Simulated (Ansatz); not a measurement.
# How many bands does the GW gap of AlGaAs2 (zincblende [001] superlattice) need?

How do accuracy and time trade against each other in G0W0 on AlGaAs2 (zincblende [001] superlattice)?

Main program and level: Ansatz 0.2.0; G0W0 on PBEsol, plane waves, PAW.

## (1) The starting structure

The cell holds 12 atoms: 3 Ga, 6 As and 3 Al. Its edges and angles: a = 4.012 Å, b = 4.012 Å, c = 16.964 Å, α = 90.0°, β = 90.0°, γ = 90.0°. It derives from GaAs. Regions: GaAs, 6 atoms (3 Ga and 3 As); AlAs, 6 atoms (3 Al and 3 As). The structure's axis is c.

The structure was relaxed with PBEsol. The runs that relaxed it are not among those shown. The default PAW set here is soft_1. Its files were made with PBE; for other functionals the partial waves and projectors stay those of PBE.

## (2) 206 empty bands, screening to 48 eV

G0W0 replaces the xc potential by the self-energy, built once from these orbitals. Only a window of levels is corrected, while the sums run over the empty bands that the input names.

File input.yaml:

```yaml
crystal:
  lattice:
    - [4.0119392945, 0.0, 0.0]
    - [0.0, 4.0119825567, 0.0]
    - [0.0, 0.0, 16.9639990008]
  atoms:
    - { symbol: Ga, position: [0.0, 0.0, 0.041883131] }
    - { symbol: As, position: [0.5, 0.0, 0.1250030985] }
    - { symbol: Ga, position: [0.5, 0.5, 0.2080747316] }
    - { symbol: As, position: [0.0, 0.5, 0.2911462969] }
    - { symbol: Ga, position: [0.0, 0.0, 0.3742615825] }
    - { symbol: As, position: [0.5, 0.0, 0.4576570677] }
    - { symbol: Al, position: [0.5, 0.5, 0.5409535735] }
    - { symbol: As, position: [0.0, 0.5, 0.6244927567] }
    - { symbol: Al, position: [0.0, 0.0, 0.7080706728] }
    - { symbol: As, position: [0.5, 0.0, 0.7916495587] }
    - { symbol: Al, position: [0.5, 0.5, 0.8751865784] }
    - { symbol: As, position: [0.0, 0.5, 0.958483386] }
kpoints:
  mp_grid: { grid: [4, 4, 2] }
hamiltonian:
  xc: pbesol
  pseudopotentials: { kind: paw, azcp: { folder: "./paw" } }
scf:
  occupations: { method: fixed }
gw:
  n_empty_bands: 206
  ecut_chi: 48
  qp_bands: [v4, c4]
  qp_kpoints: band_edges
  screening: { model: contour_deformation }
```

On the command line:

```console
$ ansatz run input.yaml --threads 3 --pin off --max-ram 92160MiB --backend cuda --events-out ev --progress --plain --runs-dir out --devices 1 --max-vram 13GiB
```

Numbers of over 12 decimals in the logs are rounded to 6 here.

What it wrote:

```text
Warning: 4 symmetry operations that the atoms keep within the bar at which the run's group was sought (crystal.symmetry.tolerance 1.0e-5, or twice it) were not taken beside the 4 unitary ones that the detection took (of a slab, those that keep its plane). If the more symmetric cell is meant, write the vectors of crystal.lattice to more decimals, or, with the positions in fractional coordinates, give it by lengths and [...]
Warning: <dir> the record states the generating functional pbe (its physics header spells it `PBE`), which answers neither for hamiltonian.xc's functional nor for the pbesol family's — results may be inconsistent (PPs are generated against a specific XC)
Warning: <dir> the record states the generating functional pbe (its physics header spells it `PBE`), which answers neither for hamiltonian.xc's functional nor for the pbesol family's — results may be inconsistent (PPs are generated against a specific XC)
Warning: <dir> the record states the generating functional pbe (its physics header spells it `PBE`), which answers neither for hamiltonian.xc's functional nor for the pbesol family's — results may be inconsistent (PPs are generated against a specific XC)
GPUs: using 1 of 1 available (devices: 1).
Engine: ansatz 0.2.0, x86_64-unknown-linux-gnu
Pseudopotentials: kind: paw
Pseudopotential: Ga, paw, valence charge 13, recommended cutoff 420 eV (normal), <dir>
Pseudopotential: As, paw, valence charge 15, recommended cutoff 420 eV (normal), <dir>
Pseudopotential: Al, paw, valence charge 3, recommended cutoff 420 eV (normal), <dir>
Functional definition: PBEsol
  exchange = pbesol_x
  correlation = pbesol_c
device memory: the entry about to start is reckoned to put 4.6 GiB on a device that reports 35.2 GiB free (of which the cap on the GPU budget leaves the run 13.0 GiB)
GPU FFT provider: cuFFT
GPU libraries: cuBLAS 13.8.2, cuFFT 12.4.0, cuSOLVER 12.3.4
Crystal: 12 atoms, lattice volume = 273.050 Å³
Basis set: ecut = 420 eV, 5297 PW (Γ)
Bands: 83, of which v1, the nominal top of the filled ones, is band 69 counted from 1 (68 counted from 0)
Symmetry: 4 space group operations
Space group: Pmm2 (ITA 25), of the structure as read, at distance tolerance 6.5e-5 Å
k-points: 18 of 32
Non-local potential: Ga, projectors of the file, l = 0: 2, l = 1: 2, l = 2: 3, l = 3: 1
Non-local potential: As, projectors of the file, l = 0: 2, l = 1: 2, l = 2: 3, l = 3: 1
Non-local potential: Al, projectors of the file, l = 0: 2, l = 1: 2, l = 2: 1
PAW form: soft (Blöchl's): semilocal exchange-correlation on the pseudo side does not see the compensation charge
PAW frozen core: Ga, regenerated for the run's functional, and the local potential with it (the file was generated under x = pbe(κ = 0.804, μ = 0.219515), c = pbe(β = 0.066725))
PAW frozen core: As, regenerated for the run's functional, and the local potential with it (the file was generated under x = pbe(κ = 0.804, μ = 0.219515), c = pbe(β = 0.066725))
PAW frozen core: Al, regenerated for the run's functional, and the local potential with it (the file was generated under x = pbe(κ = 0.804, μ = 0.219515), c = pbe(β = 0.066725))
PAW one-centre angular grid: Ga, 590 points (default); XC on 64 Gauss nodes
PAW one-centre angular grid: As, 590 points (default); XC on 64 Gauss nodes
PAW one-centre angular grid: Al, 110 points (default); XC on 64 Gauss nodes
Initial density: superposition of atomic densities (chi_scale 0.1, normalization cell, long waves kept (reshape's long-wave potential 0.42 eV rms))
Initial wavefunctions: pseudopotential atomic-orbital guess
GPU buffer pool allocated for 87480 grid points (all kernels)
GPU transforms: local potential and band sums: pruned to the plane-wave sphere, on 27×27×120
Functional: x = pbesol(κ = 0.804, μ = 0.123457), c = pbesol(β = 0.046)
SCF iter   1: F=—  HF=-41686.691264 eV  |F-HF|=—  |Δ(HF+E_count)|=         —  Δρ=4.19e-2  dr2=4.40e0  ethr=3.10e-3  ⟨swp⟩=4.7  Hψ=4726  notcnv=0  defer=178
preconditioner: auto → Resta (q_TF=auto, 2.435 Å⁻¹)  ε∞=3.4  [insulator: Δε(μ)=1.127 eV  Ē_g=12.857 eV  n_scr=76 (ndim 8)  ℏωp=19.8 eV  f_vac=0.000  ε∞_Penn≈3.4]
SCF iter   2: F=—  HF=-41685.971758 eV  |F-HF|=—  |Δ(HF+E_count)|=   7.20e-1  Δρ=2.27e-2  dr2=1.17e0  ethr=3.10e-3  ⟨swp⟩=2.0  Hψ=1794  notcnv=0  defer=197
SCF iter   3: F=—  HF=-41685.741143 eV  |F-HF|=—  |Δ(HF+E_count)|=   2.31e-1  Δρ=6.96e-3  dr2=6.53e-1  ethr=8.51e-4  ⟨swp⟩=3.3  Hψ=2006  notcnv=0  defer=210
SCF iter   4: F=—  HF=-41685.651401 eV  |F-HF|=—  |Δ(HF+E_count)|=   8.97e-2  Δρ=1.92e-3  dr2=1.09e-2  ethr=4.73e-4  ⟨swp⟩=2.1  Hψ=2240  notcnv=0  defer=213
SCF iter   5: F=—  HF=-41685.656828 eV  |F-HF|=—  |Δ(HF+E_count)|=   5.43e-3  Δρ=5.44e-4  dr2=1.17e-3  ethr=7.92e-6  ⟨swp⟩=2.1  Hψ=2637  notcnv=0  defer=216
SCF iter   6: F=—  HF=-41685.656235 eV  |F-HF|=—  |Δ(HF+E_count)|=   5.93e-4  Δρ=1.93e-4  dr2=1.86e-4  ethr=8.51e-7  ⟨swp⟩=2.0  Hψ=2634  notcnv=0  defer=216
SCF iter   7: F=—  HF=-41685.656371 eV  |F-HF|=—  |Δ(HF+E_count)|=   1.36e-4  Δρ=1.20e-4  dr2=4.53e-5  ethr=1.35e-7  ⟨swp⟩=2.0  Hψ=2062  notcnv=0  defer=198
SCF iter   8: F=—  HF=-41685.656356 eV  |F-HF|=—  |Δ(HF+E_count)|=   1.43e-5  Δρ=3.66e-5  dr2=4.32e-6  ethr=3.28e-8  ⟨swp⟩=2.0  Hψ=2654  notcnv=0  defer=145
[...]
device memory: the entry about to start is reckoned to put 5.6 GiB (of the 5.7 GiB reckoned in all, the device holds 0.2 GiB already) on a device that reports 35.9 GiB free (of which the cap on the GPU budget leaves the run 12.9 GiB)
NSCF: frozen V_eff on 18 k-points
the band table was solved once the SCF had ended and its energy, with any forces and stress, was formed, with the checks that follow a solve (5790 applications of the Hamiltonian). They found nothing against the state; the energy, forces and stress were not computed again (output.eigenvalues in the input reference)
device memory: the entry about to start is reckoned to put 5.6 GiB on a device that reports 36.0 GiB free (of which the cap on the GPU budget leaves the run 13.0 GiB)
NSCF: frozen V_eff on 18 k-points
G₀W₀ screening: q 1/18
[... further progress lines ...]
SCF converged after 10 iterations
Free energy (F): -41685.656359 eV
Harris-Foulkes:  -41685.656359 eV  (|F-HF|=2.88e-8)
Internal energy: -41685.656359 eV  (E = F + TS)
E sigma→0 (E₀):  -41685.656359 eV
Fermi energy:    6.875948 eV
--- Per-component energies (eV) ---
  E_band       = -1815.419340
  E_kinetic    = 992.219016
  E_local      = -22226.186222  (includes V_loc(G=0)·N_el)
  E_nonlocal   = -2597.206806
  E_hartree    = 12313.895199
  E_xc         = -720.601302
  E_vxc        = -698.743954  (∫ρ·V_xc dr)
  E_paw        = -19054.505489  (= ΣΔE_a)
  E_vpaw       = -1913.290389  (= ΣTr[D̂ρ^β])
  E_aug_tail   = -0.000813  (compensation charges beyond the density's cutoff)
  E_ewald      = -10401.714878
  E_core_change = 8.444936  (= ΣΔE_core)
  E_smearing   = -0.000000  (= −TS)
  E_closure    = 0.000000  (closes the sum)
  Σ components = -41685.656359   (vs F -41685.656359, Δ=0.00e0)
--- Band table (eV; the first three rows and the last of 18) ---
  k-point 0: bands = [... 65 lower, 5.9534, 6.8591, 6.8759, 6.8759, 7.9373, 8.1204, 8.5002, 8.5925, ... 10 higher]
  k-point 1: bands = [... 65 lower, 6.4234, 6.4235, 6.7000, 6.7001, 8.0889, 8.4164, 8.7155, 8.8226, ... 10 higher]
  k-point 2: bands = [... 65 lower, 6.0501, 6.1734, 6.1877, 6.6523, 8.7245, 8.7856, 8.8464, 9.3128, ... 10 higher]
  k-point 17: bands = [... 65 lower, 4.2185, 4.2185, 4.2386, 4.2386, 8.5463, 8.5463, 8.8731, 8.8731, ... 10 higher]
--- G₀W₀: contour deformation, 6 samples at zero and on the imaginary axis and 1 off it, 32 q-points, 206 empty bands' worth ---
  eigenvalues of the whole cell's RPA ε∞ on this k-mesh (on a slab, of 1 + 4πα/V) = 13.9633, 18.0906, 18.0909; static W/v taken at q = 0 is 0.051499
  gw.qp_kpoints: band_edges: 12 of 18 stored k-points solved, in 1 pass; an edge of the gap read off the rows below is read off those points alone
    valence top: of the k-points left out ik 8 came nearest to being solved in a further pass, in band 69 (counted from 1, as in the quasiparticle table): it holds the edge there only if its correction is more favourable than any solved in that band by at least 1.037 eV; those differ by 0.215 eV
    conduction bottom: of the k-points left out ik 15 came nearest to being solved in a further pass, in band 70 (counted from 1, as in the quasiparticle table): it holds the edge there only if its correction is more favourable than any solved in that band by at least 0.828 eV; those differ by 0.605 eV
    ik  band        ε_KS         Σx   Σc(E_QP)       V_xc       Z   E_QP_lin       E_QP  E_QP is
     0    66      5.9534   -15.8077     1.9094   -13.8173  0.7591     5.8723     5.8725  root
     0    67      6.8591   -15.8996     1.2805   -14.6637  0.7737     6.9036     6.9037  root
     0    68      6.8759   -16.4447     1.6390   -14.8092  0.7704     6.8793     6.8793  root
     0    69      6.8759   -16.4447     1.6390   -14.8092  0.7704     6.8793     6.8793  root
     0    70      7.9373   -11.0548    -3.1081   -15.0568  0.7820     8.8537     8.8312  root
     0    71      8.1204    -5.8117    -3.5737    -9.6882  0.7818     8.4249     8.4232  root
     0    72      8.5002    -7.0988    -3.5629   -11.0720  0.7802     8.9137     8.9105  root
     0    73      8.5925    -7.1103    -3.5501   -11.0484  0.7818     8.9834     8.9805  root
     1    66      6.4235   -15.8266     1.7810   -14.0034  0.7656     6.3812     6.3812  root
     1    67      6.4235   -15.8266     1.7810   -14.0034  0.7656     6.3812     6.3812  root
     1    68      6.7000   -16.3743     1.6471   -14.7146  0.7684     6.6874     6.6874  root
     1    69      6.7000   -16.3743     1.6471   -14.7146  0.7684     6.6874     6.6874  root
     1    70      8.0889    -6.1281    -3.5239    -9.9979  0.7813     8.4370     8.4348  root
     1    71      8.4164    -6.6860    -3.5526   -10.5695  0.7836     8.7492     8.7473  root
     1    72      8.7155   -11.0482    -3.0412   -14.8748  0.7758     9.5158     9.5008  root
     1    73      8.8226    -7.4684    -3.5803   -11.5283  0.7758     9.3069     9.3023  root
     2    66      6.0501   -15.9953     1.9167   -14.0110  0.7609     5.9824     5.9825  root
     2    67      6.1734   -15.7160     1.5817   -14.1146  0.7666     6.1537     6.1537  root
     2    68      6.1877   -15.7494     1.5643   -14.1683  0.7669     6.1709     6.1709  root
     2    69      6.6523   -16.4353     1.7357   -14.6907  0.7678     6.6434     6.6434  root
     2    70      8.7245    -9.2046    -3.3845   -13.2743  0.7779     9.4202     9.4097  root
     2    71      8.7856    -9.1971    -3.3962   -13.2676  0.7778     9.4700     9.4599  root
     2    72      8.8464    -7.1177    -3.6257   -11.1955  0.7785     9.3027     9.2986  root
     2    73      9.3128    -7.2834    -3.7330   -11.4969  0.7740     9.7985     9.7933  root
[...]
17    66      4.2185   -15.1042     2.3300   -12.6135  0.7369     4.0571     4.0578  root
    17    67      4.2185   -15.1042     2.3300   -12.6135  0.7369     4.0571     4.0578  root
    17    68      4.2386   -15.0024     2.3578   -12.4328  0.7370     4.0257     4.0269  root
    17    69      4.2386   -15.0024     2.3578   -12.4328  0.7370     4.0257     4.0269  root
    17    70      8.5463    -6.0346    -3.5182    -9.8751  0.7807     8.8706     8.8686  root
    17    71      8.5463    -6.0346    -3.5182    -9.8751  0.7807     8.8706     8.8686  root
    17    72      8.8731    -6.8300    -3.5249   -10.6813  0.7835     9.2014     9.1994  root
    17    73      8.8731    -6.8300    -3.5249   -10.6813  0.7835     9.2014     9.1994  root
```

Wall time 38 s (1 × NVIDIA H100 80GB HBM3 (shared by 6 runs) with 3 threads of AMD EPYC 7R13 (Zen 3), shared host); peak memory 1.7 GiB; 42 s of CPU time.

Reading the cycles: dr2 is the Hartree energy of the density residual (eV), the measure of convergence; HF is the Harris–Foulkes estimate of the energy, which meets the free energy F at convergence.

Numbers from this step:

```yaml
bands_summed: 275
rpa_eps_infinity_on_this_mesh_eigenvalues: 13.96, 18.09, 18.09
plane_waves_in_the_screening_matrix: 207
q_points_in_the_mesh: 32
g0w0_gap_on_the_mesh: 1.520 eV
k_of_the_valence_top: 0, 0, 0
k_of_the_conduction_bottom: 0, 0, 0
starting_gap_on_the_mesh: 1.061 eV
z_at_the_valence_top: 0.7737
z_at_the_conduction_bottom: 0.7818
least_direct_g0w0_gap_on_the_computed_points: 1.520 eV
```

The gap on the mesh goes from 1.06 eV to 1.52 eV, a correction of +0.46 eV, though a band edge has moved to another state.

## (3) 815 empty bands, screening to 120 eV

Bands and screening cutoff are moved together, since each hides the error of the other.

input.yaml: that of step 2 with these lines changed.

```diff
@@ -26,4 +26,4 @@
 gw:
-  n_empty_bands: 206
-  ecut_chi: 48
+  n_empty_bands: 815
+  ecut_chi: 120.0
   qp_bands: [v4, c4]
```

What it wrote:

```text
[...]
GPUs: using 1 of 1 available (devices: 1).
[...]
GPU FFT provider: cuFFT
GPU libraries: cuBLAS 13.8.2, cuFFT 12.4.0, cuSOLVER 12.3.4
Crystal: 12 atoms, lattice volume = 273.050 Å³
Basis set: ecut = 420 eV, 5297 PW (Γ)
Bands: 83, of which v1, the nominal top of the filled ones, is band 69 counted from 1 (68 counted from 0)
[... 1 set-up line as in the run before ...]
[...]
k-points: 18 of 32
[...]
GPU buffer pool allocated for 87480 grid points (all kernels)
[...]
SCF iter   1: F=—  HF=-41686.691264 eV  |F-HF|=—  |Δ(HF+E_count)|=         —  Δρ=4.19e-2  dr2=4.40e0  ethr=3.10e-3  ⟨swp⟩=4.7  Hψ=4726  notcnv=0  defer=178
[...]
SCF iter  10: F=-41685.656359 eV  HF=-41685.656359 eV  |F-HF|=2.88e-8  |Δ(HF+E_count)|=   1.45e-7  Δρ=2.78e-6  dr2=2.42e-8  ethr=7.25e-11  ⟨swp⟩=11.2  Hψ=6614  notcnv=0
SCF 1 converged in 10 iterations: F = -41685.656359 eV  dr2 = 2.42e-8
[...]
NSCF: frozen V_eff on 18 k-points
[...]
G₀W₀ screening: q 1/18
[... further progress lines ...]
SCF converged after 10 iterations
Free energy (F): -41685.656359 eV
[...]
Internal energy: -41685.656359 eV  (E = F + TS)
E sigma→0 (E₀):  -41685.656359 eV
Fermi energy:    6.875948 eV
[...]
--- Band table (eV; the first three rows and the last of 18) ---
  k-point 0: bands = [... 65 lower, 5.9534, 6.8591, 6.8759, 6.8759, 7.9373, 8.1204, 8.5002, 8.5925, ... 10 higher]
  k-point 1: bands = [... 65 lower, 6.4234, 6.4235, 6.7000, 6.7001, 8.0889, 8.4164, 8.7155, 8.8226, ... 10 higher]
  k-point 2: bands = [... 65 lower, 6.0501, 6.1734, 6.1877, 6.6523, 8.7245, 8.7856, 8.8464, 9.3128, ... 10 higher]
  k-point 17: bands = [... 65 lower, 4.2185, 4.2185, 4.2386, 4.2386, 8.5463, 8.5463, 8.8731, 8.8731, ... 10 higher]
[...]
0    66      5.9534   -15.8077     1.4679   -13.8173  0.7554     5.4249     5.4309  root
     0    67      6.8591   -15.8996     0.7810   -14.6637  0.7687     6.4008     6.4041  root
     0    68      6.8759   -16.4447     1.1446   -14.8092  0.7655     6.3805     6.3849  root
     0    69      6.8759   -16.4447     1.1446   -14.8092  0.7655     6.3805     6.3849  root
     0    70      7.9373   -11.0548    -3.5912   -15.0568  0.7795     8.3506     8.3481  root
     0    71      8.1204    -5.8117    -3.7780    -9.6882  0.7811     8.2191     8.2189  root
     0    72      8.5002    -7.0988    -3.8338   -11.0720  0.7792     8.6399     8.6396  root
     0    73      8.5925    -7.1103    -3.8167   -11.0484  0.7809     8.7142     8.7139  root
[...]
17    70      8.5463    -6.0346    -3.7488    -9.8751  0.7798     8.6381     8.6379  root
    17    71      8.5463    -6.0346    -3.7488    -9.8751  0.7798     8.6381     8.6379  root
    17    72      8.8731    -6.8300    -3.7732   -10.6813  0.7827     8.9512     8.9511  root
    17    73      8.8731    -6.8300    -3.7732   -10.6813  0.7827     8.9512     8.9511  root
```

The job ended after 2.6 min (1 × NVIDIA H100 80GB HBM3 (shared by 6 runs) with 3 threads; peak memory 4.5 GiB; 4.5 min of CPU time).

This step gave:

| Quantity | Value |
| --- | --- |
| bands summed | 884 |
| RPA ε∞ on this mesh (eigenvalues) | 13.67, 17.67, 17.67 |
| plane waves in the screening matrix | 803 |
| q-points in the mesh | 32 |
| G0W0 gap on the mesh | 1.801 eV |
| k of the valence top | 0, 0, 0 |
| k of the conduction bottom | 0, 0, -0.5 |
| starting gap on the mesh | 1.061 eV |
| Z at the valence top | 0.7687 |
| Z at the conduction bottom | 0.7805 |
| least direct G0W0 gap on the computed points | 1.815 eV |

Against the run with 4×4×2 mesh, 206 empty bands, screening to 48 eV, the gap moves by +0.28 eV.

## (4) Side by side

Times are wall times on 1 × NVIDIA H100 80GB HBM3 (shared by 6 runs) with 3 threads of AMD EPYC 7R13 (Zen 3), shared host, good to a factor of about two.

```csv
mesh,files,frequency,bands summed,cutoff (eV),start (eV),G0W0 (eV),time,host memory (GiB)
4×4×2,default PAW,contour deformation,275,48,1.061,1.520,38 s,1.7
4×4×2,default PAW,contour deformation,884,120,1.061,1.801,2.6 min,4.5
```

The parts of the quasiparticle energy at the two band edges (eV; QP = start + Σx + Σc − Vxc):

```
      run               edge  start      Σx     Σc     Vxc     Z    QP
275 bands        valence top   6.86  -15.90   1.28  -14.66  0.77  6.90
275 bands  conduction bottom   8.12   -5.81  -3.57   -9.69  0.78  8.42
884 bands        valence top   6.86  -15.90   0.78  -14.66  0.77  6.40
884 bands  conduction bottom   8.09   -6.13  -3.75  -10.00  0.78  8.21
```

 Where G0W0 reorders the edges (275 bands and 884 bands), the two states listed lie further apart at the start than the starting gap.

## (5) Summary of results

* 275 bands, 48 eV: 1.520 eV
* 884 bands, 120 eV: 1.801 eV
* mesh and start: 4×4×2, PBEsol

From 275 to 884 bands the gap moves by +0.28 eV while the time grows 4.1-fold. The states at the edges change along the series or lie close to crossing, so no limit is drawn from it. The 4×4×2 mesh is coarse for this cell (its supercell is 16 Å along the shortest edge). The RPA ε∞ on it, from the PBEsol start, is 13.67 and 17.67; such meshes misread the long-range screening, most where the gap is narrow. The many-body steps are scalar-relativistic: spin-orbit coupling is not in them.

[Paths, hosts, dates, memory and timing lines, banners, echoed tables and standing remarks are left out of the program output.]

[Logs are printed without paths, hosts, clocks, repeated set-up lines and the standing remarks that a program may print on its own settings, such as how far it seeks lower states.]

[Runs of the session that timed out or met a known fault of the program may be left out.]

[Cells called generated may have been cut or substituted from an entry of the Crystallography Open Database or the Materials Project.]

[Hosts, paths, dates, database ids (printed as entryN), source tags and the programs' standing remarks are cut or masked in the printed files.]
